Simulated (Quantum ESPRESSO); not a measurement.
## Magnetic state of Fe2As from several starts

A self-consistent run ends on one state, which hangs on the start. Several orders of Fe2As are started in Quantum ESPRESSO and their energies compared.

Main program and level: Quantum ESPRESSO 7.5; LDA; plane waves with GBRV 1.5 LDA potentials, no spin-orbit coupling.

The database entry behind the starting cell is an old determination (1935), so it need not match the best structure at ambient conditions.

## (1) Set-up

The structure is tetragonal, space group P4/nmm (No. 129). Conventional cell: a = 3.627 Å, b = 3.627 Å, c = 5.973 Å, α = 90.00°, β = 90.00°, γ = 90.00°. Nearest to Fe lie 4 As at 2.41 Å and 8 Fe at 2.56 to 2.68 Å. Fe has 5 As at 2.42 to 2.59 Å and 4 Fe at 2.68 Å nearest. Nearest to As lie 9 Fe at 2.41 to 2.59 Å. Farther neighbours are not listed.

The cell comes from the Crystallography Open Database.

## (2) Run 1, typed as ferro ++++

The signs are those of the starting moments on the seeded atoms, the atoms that are given a moment.

Contents of pw.in:

```
&CONTROL
  calculation = 'scf'
  prefix = 'pwscf'
  outdir = './tmp'
  pseudo_dir = './pseudo'
  disk_io = 'nowf'
/
&SYSTEM
  ibrav = 0
  celldm(1) = 8
  nat = 6
  ntyp = 2
  ecutwfc = 40
  ecutrho = 280
  nbnd = 54
  occupations = 'smearing'
  smearing = 'fd'
  degauss = 0.00734986
  nspin = 2
  starting_magnetization(1) = 0.175
  starting_magnetization(2) = 0
/
&ELECTRONS
  conv_thr = 1.2d-08
  electron_maxstep = 150
  mixing_beta = 0.3
/
ATOMIC_SPECIES
Fe     55.8450 fe_lda_v1.5.uspp.F.UPF
As     74.9216 as_lda_v1.uspp.F.UPF
CELL_PARAMETERS alat
   0.8567545817522    0.0000000000000    0.0000000000000
   0.0000000000000    0.8567545817522    0.0000000000000
   0.0000000000000    0.0000000000000    1.4109167677987
ATOMIC_POSITIONS crystal
Fe      0.0000000000    0.0000000000    0.0000000000
Fe      0.5000000000    0.5000000000    0.0000000000
Fe      0.0000000000    0.5000000000    0.3300000000
Fe      0.5000000000    0.0000000000    0.6700000000
As      0.0000000000    0.5000000000    0.7350000000
As      0.5000000000    0.0000000000    0.2650000000
K_POINTS automatic
8 8 4 0 0 0
```

Launch:

```sh
$ OMP_NUM_THREADS=1 mpirun -n 4 pw.x -nk 4 -in pw.in > pw.out
```

What it wrote:

```text
Program PWSCF v.7.5 starts

     Message from routine setup:
     using ibrav=0 with symmetry is DISCOURAGED, use correct ibrav instead

     K-points division:     npool     =       4
     Subspace diagonalization in iterative solution of the eigenvalue problem:

     G-vector sticks info
     --------------------
     sticks:   dense  smooth     PW     G-vecs:    dense   smooth      PW
     Sum        1049     593    185                41941    18133    3113

     Using Slab Decomposition

     bravais-lattice index     =            0
     lattice parameter (alat)  =       8.0000  a.u.
     unit-cell volume          =     530.2543 (a.u.)^3
     number of atoms/cell      =            6
     number of atomic types    =            2
     number of electrons       =        74.00
     number of Kohn-Sham states=           54
     kinetic-energy cutoff     =      40.0000  Ry
     charge density cutoff     =     280.0000  Ry
     scf convergence threshold =      1.2E-08
     mixing beta               =       0.3000
     number of iterations used =            8  plain     mixing
     Exchange-correlation= SLA  PZ   NOGX NOGC
                           (   1   1   0   0   0   0   0)

     celldm(1)=   8.000000  celldm(2)=   0.000000  celldm(3)=   0.000000
     celldm(4)=   0.000000  celldm(5)=   0.000000  celldm(6)=   0.000000

     crystal axes: (cart. coord. in units of alat)
               a(1) = (   0.856755   0.000000   0.000000 )
               a(2) = (   0.000000   0.856755   0.000000 )
               a(3) = (   0.000000   0.000000   1.410917 )

     reciprocal axes: (cart. coord. in units 2 pi/alat)
               b(1) = (  1.167195  0.000000  0.000000 )
               b(2) = (  0.000000  1.167195  0.000000 )
               b(3) = (  0.000000  0.000000  0.708759 )

     PseudoPot. # 1 for Fe read from file:
     fe_lda_v1.5.uspp.F.UPF
     Pseudo is Ultrasoft + core correction, Zval = 16.0
     Generated by new atomic code, or converted to UPF format
     Using radial grid of  861 points,  6 beta functions with:
                l(1) =   0
                l(2) =   0
                l(3) =   1
                l(4) =   1
                l(5) =   2
                l(6) =   2
     Q(r) pseudized with  8 coefficients,  rinner =    1.000   1.000   1.000
                                                       1.000   1.000

     PseudoPot. # 2 for As read from file:
     as_lda_v1.uspp.F.UPF
     Pseudo is Ultrasoft + core correction, Zval =  5.0
     Generated by new atomic code, or converted to UPF format
     Using radial grid of  875 points,  6 beta functions with:
                l(1) =   0
                l(2) =   0
                l(3) =   1
                l(4) =   1
                l(5) =   2
                l(6) =   2
     Q(r) pseudized with  8 coefficients,  rinner =    1.300   1.300   1.300
                                                       1.300   1.300

     atomic species   valence    mass     pseudopotential
     Fe               16.00    55.84500     Fe( 1.00)
     As                5.00    74.92160     As( 1.00)

     Starting magnetic structure
     atomic species   magnetization
     Fe              0.175
     As              0.000

     16 Sym. Ops., with inversion, found ( 8 have fractional translation)

   Cartesian axes

     site n.     atom                  positions (alat units)
         1        Fe     tau(   1) = (   0.0000000   0.0000000   0.0000000  )
         2        Fe     tau(   2) = (   0.4283773   0.4283773   0.0000000  )
         3        Fe     tau(   3) = (   0.0000000   0.4283773   0.4656025  )
         4        Fe     tau(   4) = (   0.4283773   0.0000000   0.9453142  )
         5        As     tau(   5) = (   0.0000000   0.4283773   1.0370238  )
         6        As     tau(   6) = (   0.4283773   0.0000000   0.3738929  )

     number of k points=    45  Fermi-Dirac smearing, width (Ry)=  0.0073
                       cart. coord. in units 2pi/alat
        k(    1) = (   0.0000000   0.0000000   0.0000000), wk =   0.0039062
        k(    2) = (   0.0000000   0.0000000   0.1771898), wk =   0.0078125
        k(    3) = (   0.0000000   0.0000000  -0.3543795), wk =   0.0039062
        k(    4) = (   0.0000000   0.1458994   0.0000000), wk =   0.0156250
        k(    5) = (   0.0000000   0.1458994   0.1771898), wk =   0.0312500
        [... 40 further k-points ...]

     Dense  grid:    41941 G-vectors     FFT dimensions: (  40,  40,  64)

     Smooth grid:    18133 G-vectors     FFT dimensions: (  30,  30,  45)

     Check: negative core charge=   -0.000032
     Generating pointlists ...
     new r_m :   0.2345 (alat units)  1.8764 (a.u.) for type    1
     new r_m :   0.2345 (alat units)  1.8764 (a.u.) for type    2

     Initial potential from superposition of free atoms

     starting charge      69.9996, renormalised to      74.0000
     Starting wfcs are   60 randomized atomic wfcs

     Self-consistent Calculation

     iteration #  1     ecut=    40.00 Ry     beta= 0.30
     Davidson diagonalization with overlap
     ethr =  1.00E-02,  avg # of iterations =  3.3

     total energy              =   -1078.84007274 Ry
     estimated scf accuracy    <       7.48592875 Ry

     total magnetization       =     7.97 Bohr mag/cell
     absolute magnetization    =     8.27 Bohr mag/cell

     iteration #  2     ecut=    40.00 Ry     beta= 0.30
     Davidson diagonalization with overlap
     ethr =  1.00E-02,  avg # of iterations =  2.1

     total energy              =   -1078.40808448 Ry
     estimated scf accuracy    <      21.00844522 Ry

     total magnetization       =     5.44 Bohr mag/cell
     absolute magnetization    =     5.98 Bohr mag/cell

     iteration #  3     ecut=    40.00 Ry     beta= 0.30
     Davidson diagonalization with overlap
     ethr =  1.00E-02,  avg # of iterations =  1.4

     total energy              =   -1079.99409792 Ry
     estimated scf accuracy    <      25.59842740 Ry

     total magnetization       =     5.94 Bohr mag/cell
     absolute magnetization    =     6.56 Bohr mag/cell

     [... further iterations left out ...]

     iteration # 15     ecut=    40.00 Ry     beta= 0.30
     Davidson diagonalization with overlap
     ethr =  1.70E-08,  avg # of iterations =  2.0

     total energy              =   -1080.88330168 Ry
     estimated scf accuracy    <       0.00000142 Ry

     total magnetization       =     6.43 Bohr mag/cell
     absolute magnetization    =     6.94 Bohr mag/cell

     iteration # 16     ecut=    40.00 Ry     beta= 0.30
     Davidson diagonalization with overlap
     ethr =  1.92E-09,  avg # of iterations =  4.8

     total energy              =   -1080.88330235 Ry
     estimated scf accuracy    <       0.00000016 Ry

     total magnetization       =     6.43 Bohr mag/cell
     absolute magnetization    =     6.94 Bohr mag/cell

     iteration # 17     ecut=    40.00 Ry     beta= 0.30
     Davidson diagonalization with overlap
     ethr =  2.11E-10,  avg # of iterations =  2.1

     total energy              =   -1080.88330242 Ry
     estimated scf accuracy    <       0.00000005 Ry

     total magnetization       =     6.43 Bohr mag/cell
     absolute magnetization    =     6.95 Bohr mag/cell

     iteration # 18     ecut=    40.00 Ry     beta= 0.30
     Davidson diagonalization with overlap
     ethr =  6.22E-11,  avg # of iterations =  1.4

     Magnetic moment per site  (integrated on atomic sphere of radius R)
     atom   1 (R=0.235)  charge= 14.3964  magn=  1.0384
     atom   2 (R=0.235)  charge= 14.3964  magn=  1.0384
     atom   3 (R=0.235)  charge= 14.2263  magn=  2.2173
     atom   4 (R=0.235)  charge= 14.2263  magn=  2.2173
     atom   5 (R=0.235)  charge=  2.6652  magn= -0.0482
     atom   6 (R=0.235)  charge=  2.6652  magn= -0.0482

     End of self-consistent calculation

     [... lines left out ...]
     the Fermi energy is    14.9739 ev

!    total energy              =   -1080.88330242 Ry
     estimated scf accuracy    <       0.00000001 Ry
     smearing contrib. (-TS)   =      -0.01591501 Ry
     internal energy E=F+TS    =   -1080.86738741 Ry

     The total energy is F=E-TS. E is the sum of the following terms:
     one-electron contribution =    -628.36478109 Ry
     hartree contribution      =     352.77448817 Ry
     xc contribution           =    -177.88293021 Ry
     ewald contribution        =    -627.39416427 Ry

     total magnetization       =     6.43 Bohr mag/cell
     absolute magnetization    =     6.95 Bohr mag/cell

     convergence has been achieved in  18 iterations

=------------------------------------------------------------------------------=
   JOB DONE.
=------------------------------------------------------------------------------=
```

Elapsed: 73 s, on 4 MPI ranks of Intel Xeon Platinum 8488C (Sapphire Rapids), shared host; peak memory 0.62 GiB; 4.9 min of CPU time.

Spin moment in the atom's sphere by atom:

| atom | spin moment in the atom's sphere (μB) |
| --- | --- |
| Fe1 | 1.04 |
| Fe2 | 1.04 |
| Fe3 | 2.22 |
| Fe4 | 2.22 |
| As5 | -0.05 |
| As6 | -0.05 |

Numbers from this step:

```yaml
smearing_term_ts: 0.2165 eV
magnetization: 6.427 μB
absolute_magnetization: 6.945 μB
final_state: ferromagnetic
```

## (3) Run 2 (antiferro ++−−)

Contents of pw.in:

```
&CONTROL
  calculation = 'scf'
  prefix = 'pwscf'
  outdir = './tmp'
  pseudo_dir = './pseudo'
  disk_io = 'nowf'
/
&SYSTEM
  ibrav = 0
  celldm(1) = 8
  nat = 6
  ntyp = 3
  ecutwfc = 40
  ecutrho = 280
  nbnd = 48
  occupations = 'smearing'
  smearing = 'fd'
  degauss = 0.00734986
  nspin = 2
  starting_magnetization(1) = 0.175
  starting_magnetization(2) = -0.175
  starting_magnetization(3) = 0
/
&ELECTRONS
  conv_thr = 1.2d-08
  electron_maxstep = 150
  mixing_beta = 0.3
/
ATOMIC_SPECIES
Fe1    55.8450 fe_lda_v1.5.uspp.F.UPF
Fe2    55.8450 fe_lda_v1.5.uspp.F.UPF
As     74.9216 as_lda_v1.uspp.F.UPF
CELL_PARAMETERS alat
   0.8567545817522    0.0000000000000    0.0000000000000
   0.0000000000000    0.8567545817522    0.0000000000000
   0.0000000000000    0.0000000000000    1.4109167677987
ATOMIC_POSITIONS crystal
Fe1     0.0000000000    0.0000000000    0.0000000000
Fe1     0.5000000000    0.5000000000    0.0000000000
Fe2     0.0000000000    0.5000000000    0.3300000000
Fe2     0.5000000000    0.0000000000    0.6700000000
As      0.0000000000    0.5000000000    0.7350000000
As      0.5000000000    0.0000000000    0.2650000000
K_POINTS automatic
8 8 4 0 0 0
```

What it wrote:

```text
     [... lines left out ...]
Program PWSCF v.7.5 starts
     [... lines left out ...]
     number of atoms/cell      =            6
     [... lines left out ...]
     number of electrons       =        74.00
     number of Kohn-Sham states=           48
     kinetic-energy cutoff     =      40.0000  Ry
     charge density cutoff     =     280.0000  Ry
     scf convergence threshold =      1.2E-08
     [... lines left out ...]
     16 Sym. Ops., with inversion, found ( 8 have fractional translation)
     [... lines left out ...]
     number of k points=    45  Fermi-Dirac smearing, width (Ry)=  0.0073
     [... lines left out ...]
     iteration #150     ecut=    40.00 Ry     beta= 0.30
     [... lines left out ...]
     estimated scf accuracy    <       0.01324800 Ry
     total magnetization       =    -3.41 Bohr mag/cell
     absolute magnetization    =     6.56 Bohr mag/cell
     [... lines left out ...]
     convergence NOT achieved after 150 iterations: stopping
[key lines of the parts left out:]
total energy              =   -1080.86696586 Ry
```

Run time: 11 min. Hardware: 4 MPI ranks; peak memory 0.61 GiB.

Residual by cycle:

cycle, log10 residual and a bar from the least value:
```
        1        2.0 ##############################
       15       -1.8 
       28       -0.3 ############
       42        0.0 ##############
       55       -1.8 
       69       -0.4 ###########
       82       -0.1 ##############
       96       -1.0 #######
      109       -0.2 #############
      123       -1.0 ######
      136        0.0 ##############
      150       -0.7 #########
```

The run stopped without converging, so none of its numbers is a property of the system.

After 150 cycles the residual stands at 0.18, against 0.18 at cycle 76 and a least value of 0.011. The cap of 150 cycles in the input ended the loop.

## (4) Run 3 (antiferro +−+−)

Edit pw.in of step 3 so:

```diff
@@ -38,4 +38,4 @@
 Fe1     0.0000000000    0.0000000000    0.0000000000
-Fe1     0.5000000000    0.5000000000    0.0000000000
-Fe2     0.0000000000    0.5000000000    0.3300000000
+Fe2     0.5000000000    0.5000000000    0.0000000000
+Fe1     0.0000000000    0.5000000000    0.3300000000
 Fe2     0.5000000000    0.0000000000    0.6700000000
```

What it wrote:

```text
     [... lines left out ...]
Program PWSCF v.7.5 starts
     [... lines left out ...]
     number of atoms/cell      =            6
     [... lines left out ...]
     number of electrons       =        74.00
     number of Kohn-Sham states=           48
     kinetic-energy cutoff     =      40.0000  Ry
     charge density cutoff     =     280.0000  Ry
     scf convergence threshold =      1.2E-08
     [... lines left out ...]
      4 Sym. Ops. (no inversion) found
     [... lines left out ...]
     number of k points=    75  Fermi-Dirac smearing, width (Ry)=  0.0073
     [... lines left out ...]
     iteration # 35     ecut=    40.00 Ry     beta= 0.30
     [... lines left out ...]
     Magnetic moment per site  (integrated on atomic sphere of radius R)
     atom   1 (R=0.235)  charge= 14.3998  magn=  0.0028
     atom   2 (R=0.235)  charge= 14.3997  magn= -0.0051
     atom   3 (R=0.235)  charge= 14.2219  magn=  2.1291
     atom   4 (R=0.235)  charge= 14.2219  magn= -2.1293
     atom   5 (R=0.235)  charge=  2.6676  magn= -0.0127
     atom   6 (R=0.235)  charge=  2.6676  magn=  0.0128
     [... lines left out ...]
     the Fermi energy is    14.9616 ev
!    total energy              =   -1080.85644120 Ry
     estimated scf accuracy    <       0.00000001 Ry
     smearing contrib. (-TS)   =      -0.02450758 Ry
     [... lines left out ...]
     total magnetization       =    -0.00 Bohr mag/cell
     absolute magnetization    =     4.79 Bohr mag/cell
     convergence has been achieved in  35 iterations
```

The job ended after 3.3 min (4 MPI ranks; peak memory 0.71 GiB; 13 min of CPU time).

Spin moment in the atom's sphere by atom:

| atom | spin moment in the atom's sphere (μB) |
| --- | --- |
| Fe1 | 0.00 |
| Fe2 | -0.01 |
| Fe3 | 2.13 |
| Fe4 | -2.13 |
| As5 | -0.01 |
| As6 | 0.01 |

This step gave:

| Item | Value |
| --- | --- |
| smearing term TS | 0.3334 eV |
| magnetization | 0 μB |
| absolute magnetization | 4.788 μB |
| final state | antiferromagnetic |

The typed signs were not kept.

## (5) Run 4, typed as no spin polarisation

Contents of pw.in:

```
&CONTROL
  calculation = 'scf'
  prefix = 'pwscf'
  outdir = './tmp'
  pseudo_dir = './pseudo'
  disk_io = 'nowf'
/
&SYSTEM
  ibrav = 0
  celldm(1) = 8
  nat = 6
  ntyp = 2
  ecutwfc = 40
  ecutrho = 280
  nbnd = 48
  occupations = 'smearing'
  smearing = 'fd'
  degauss = 0.00734986
/
&ELECTRONS
  conv_thr = 1.2d-08
  electron_maxstep = 150
  mixing_beta = 0.3
/
ATOMIC_SPECIES
Fe     55.8450 fe_lda_v1.5.uspp.F.UPF
As     74.9216 as_lda_v1.uspp.F.UPF
CELL_PARAMETERS alat
   0.8567545817522    0.0000000000000    0.0000000000000
   0.0000000000000    0.8567545817522    0.0000000000000
   0.0000000000000    0.0000000000000    1.4109167677987
ATOMIC_POSITIONS crystal
Fe      0.0000000000    0.0000000000    0.0000000000
Fe      0.5000000000    0.5000000000    0.0000000000
Fe      0.0000000000    0.5000000000    0.3300000000
Fe      0.5000000000    0.0000000000    0.6700000000
As      0.0000000000    0.5000000000    0.7350000000
As      0.5000000000    0.0000000000    0.2650000000
K_POINTS automatic
8 8 4 0 0 0
```

What it wrote:

```text
     [... lines left out ...]
Program PWSCF v.7.5 starts
     [... lines left out ...]
     number of atoms/cell      =            6
     [... lines left out ...]
     number of electrons       =        74.00
     number of Kohn-Sham states=           48
     kinetic-energy cutoff     =      40.0000  Ry
     charge density cutoff     =     280.0000  Ry
     scf convergence threshold =      1.2E-08
     [... lines left out ...]
     16 Sym. Ops., with inversion, found ( 8 have fractional translation)
     [... lines left out ...]
     number of k points=    45  Fermi-Dirac smearing, width (Ry)=  0.0073
     [... lines left out ...]
     iteration # 15     ecut=    40.00 Ry     beta= 0.30
     [... lines left out ...]
     the Fermi energy is    14.7551 ev
!    total energy              =   -1080.83075040 Ry
     estimated scf accuracy    <          3.6E-09 Ry
     smearing contrib. (-TS)   =      -0.03092908 Ry
     [... lines left out ...]
     convergence has been achieved in  15 iterations
```

Elapsed: 28 s, on 4 MPI ranks; peak memory 0.49 GiB.

Read from the output:

* smearing term TS: 0.4208 eV
* final state: non-magnetic (no spin polarisation)

## (6) Ranking

An order is kept where moments of 0.15 μB or more survive with the typed signs; meshes match where a doubled cell samples the same k points as the first cell.

Orders:

| start | final state | typed order kept | energy over the lowest (meV a seeded atom) | largest site moment (μB) | net moment (μB a cell of the first run) | mesh matched | CPU time (s) |
| --- | --- | --- | --- | --- | --- | --- | --- |
| ferro ++++ | ferromagnetic | yes | 0 | 2.217 | 6.427 | yes | 291.7 |
| antiferro +-+- | antiferromagnetic | no | 91.37 | 2.129 | 0.002585 | yes | 799 |
| no spin polarisation | non-magnetic | - | 178.8 | 0 | 0 | yes | 110.5 |

## (7) Outcome

| Quantity | Value |
| --- | --- |
| lowest state found | ferromagnetic (from ferro ++++) |
| largest site moment | 2.22 μB |
| next state with moments | antiferromagnetic, 91.4 meV a seeded atom higher |
| state without moments | 179 meV a seeded atom higher |

**Reading.** 1 start left the typed signs, so such an energy belongs to the state reached, not the one typed. This is the lowest of 3 collinear or spinless starts, no proof of the ground state. 1 further start did not converge. Energies are free energies at an electronic temperature of 1160 K, which lowers moments and differences where the moments are itinerant.

[Logs and program files are shortened in this print: banners, set-up blocks, solver, clock and traceback lines can be left out without a mark of their own.]

[Logs are printed without paths, hosts, clocks, repeated set-up lines and the standing remarks that a program may print on its own settings, such as how far it seeks lower states.]

[Hosts, paths, dates, database ids (printed as entryN), source tags and the programs' standing remarks are cut or masked in the printed files.]

[Where a cell is said to come from a database of computed structures, the database is the Materials Project.]
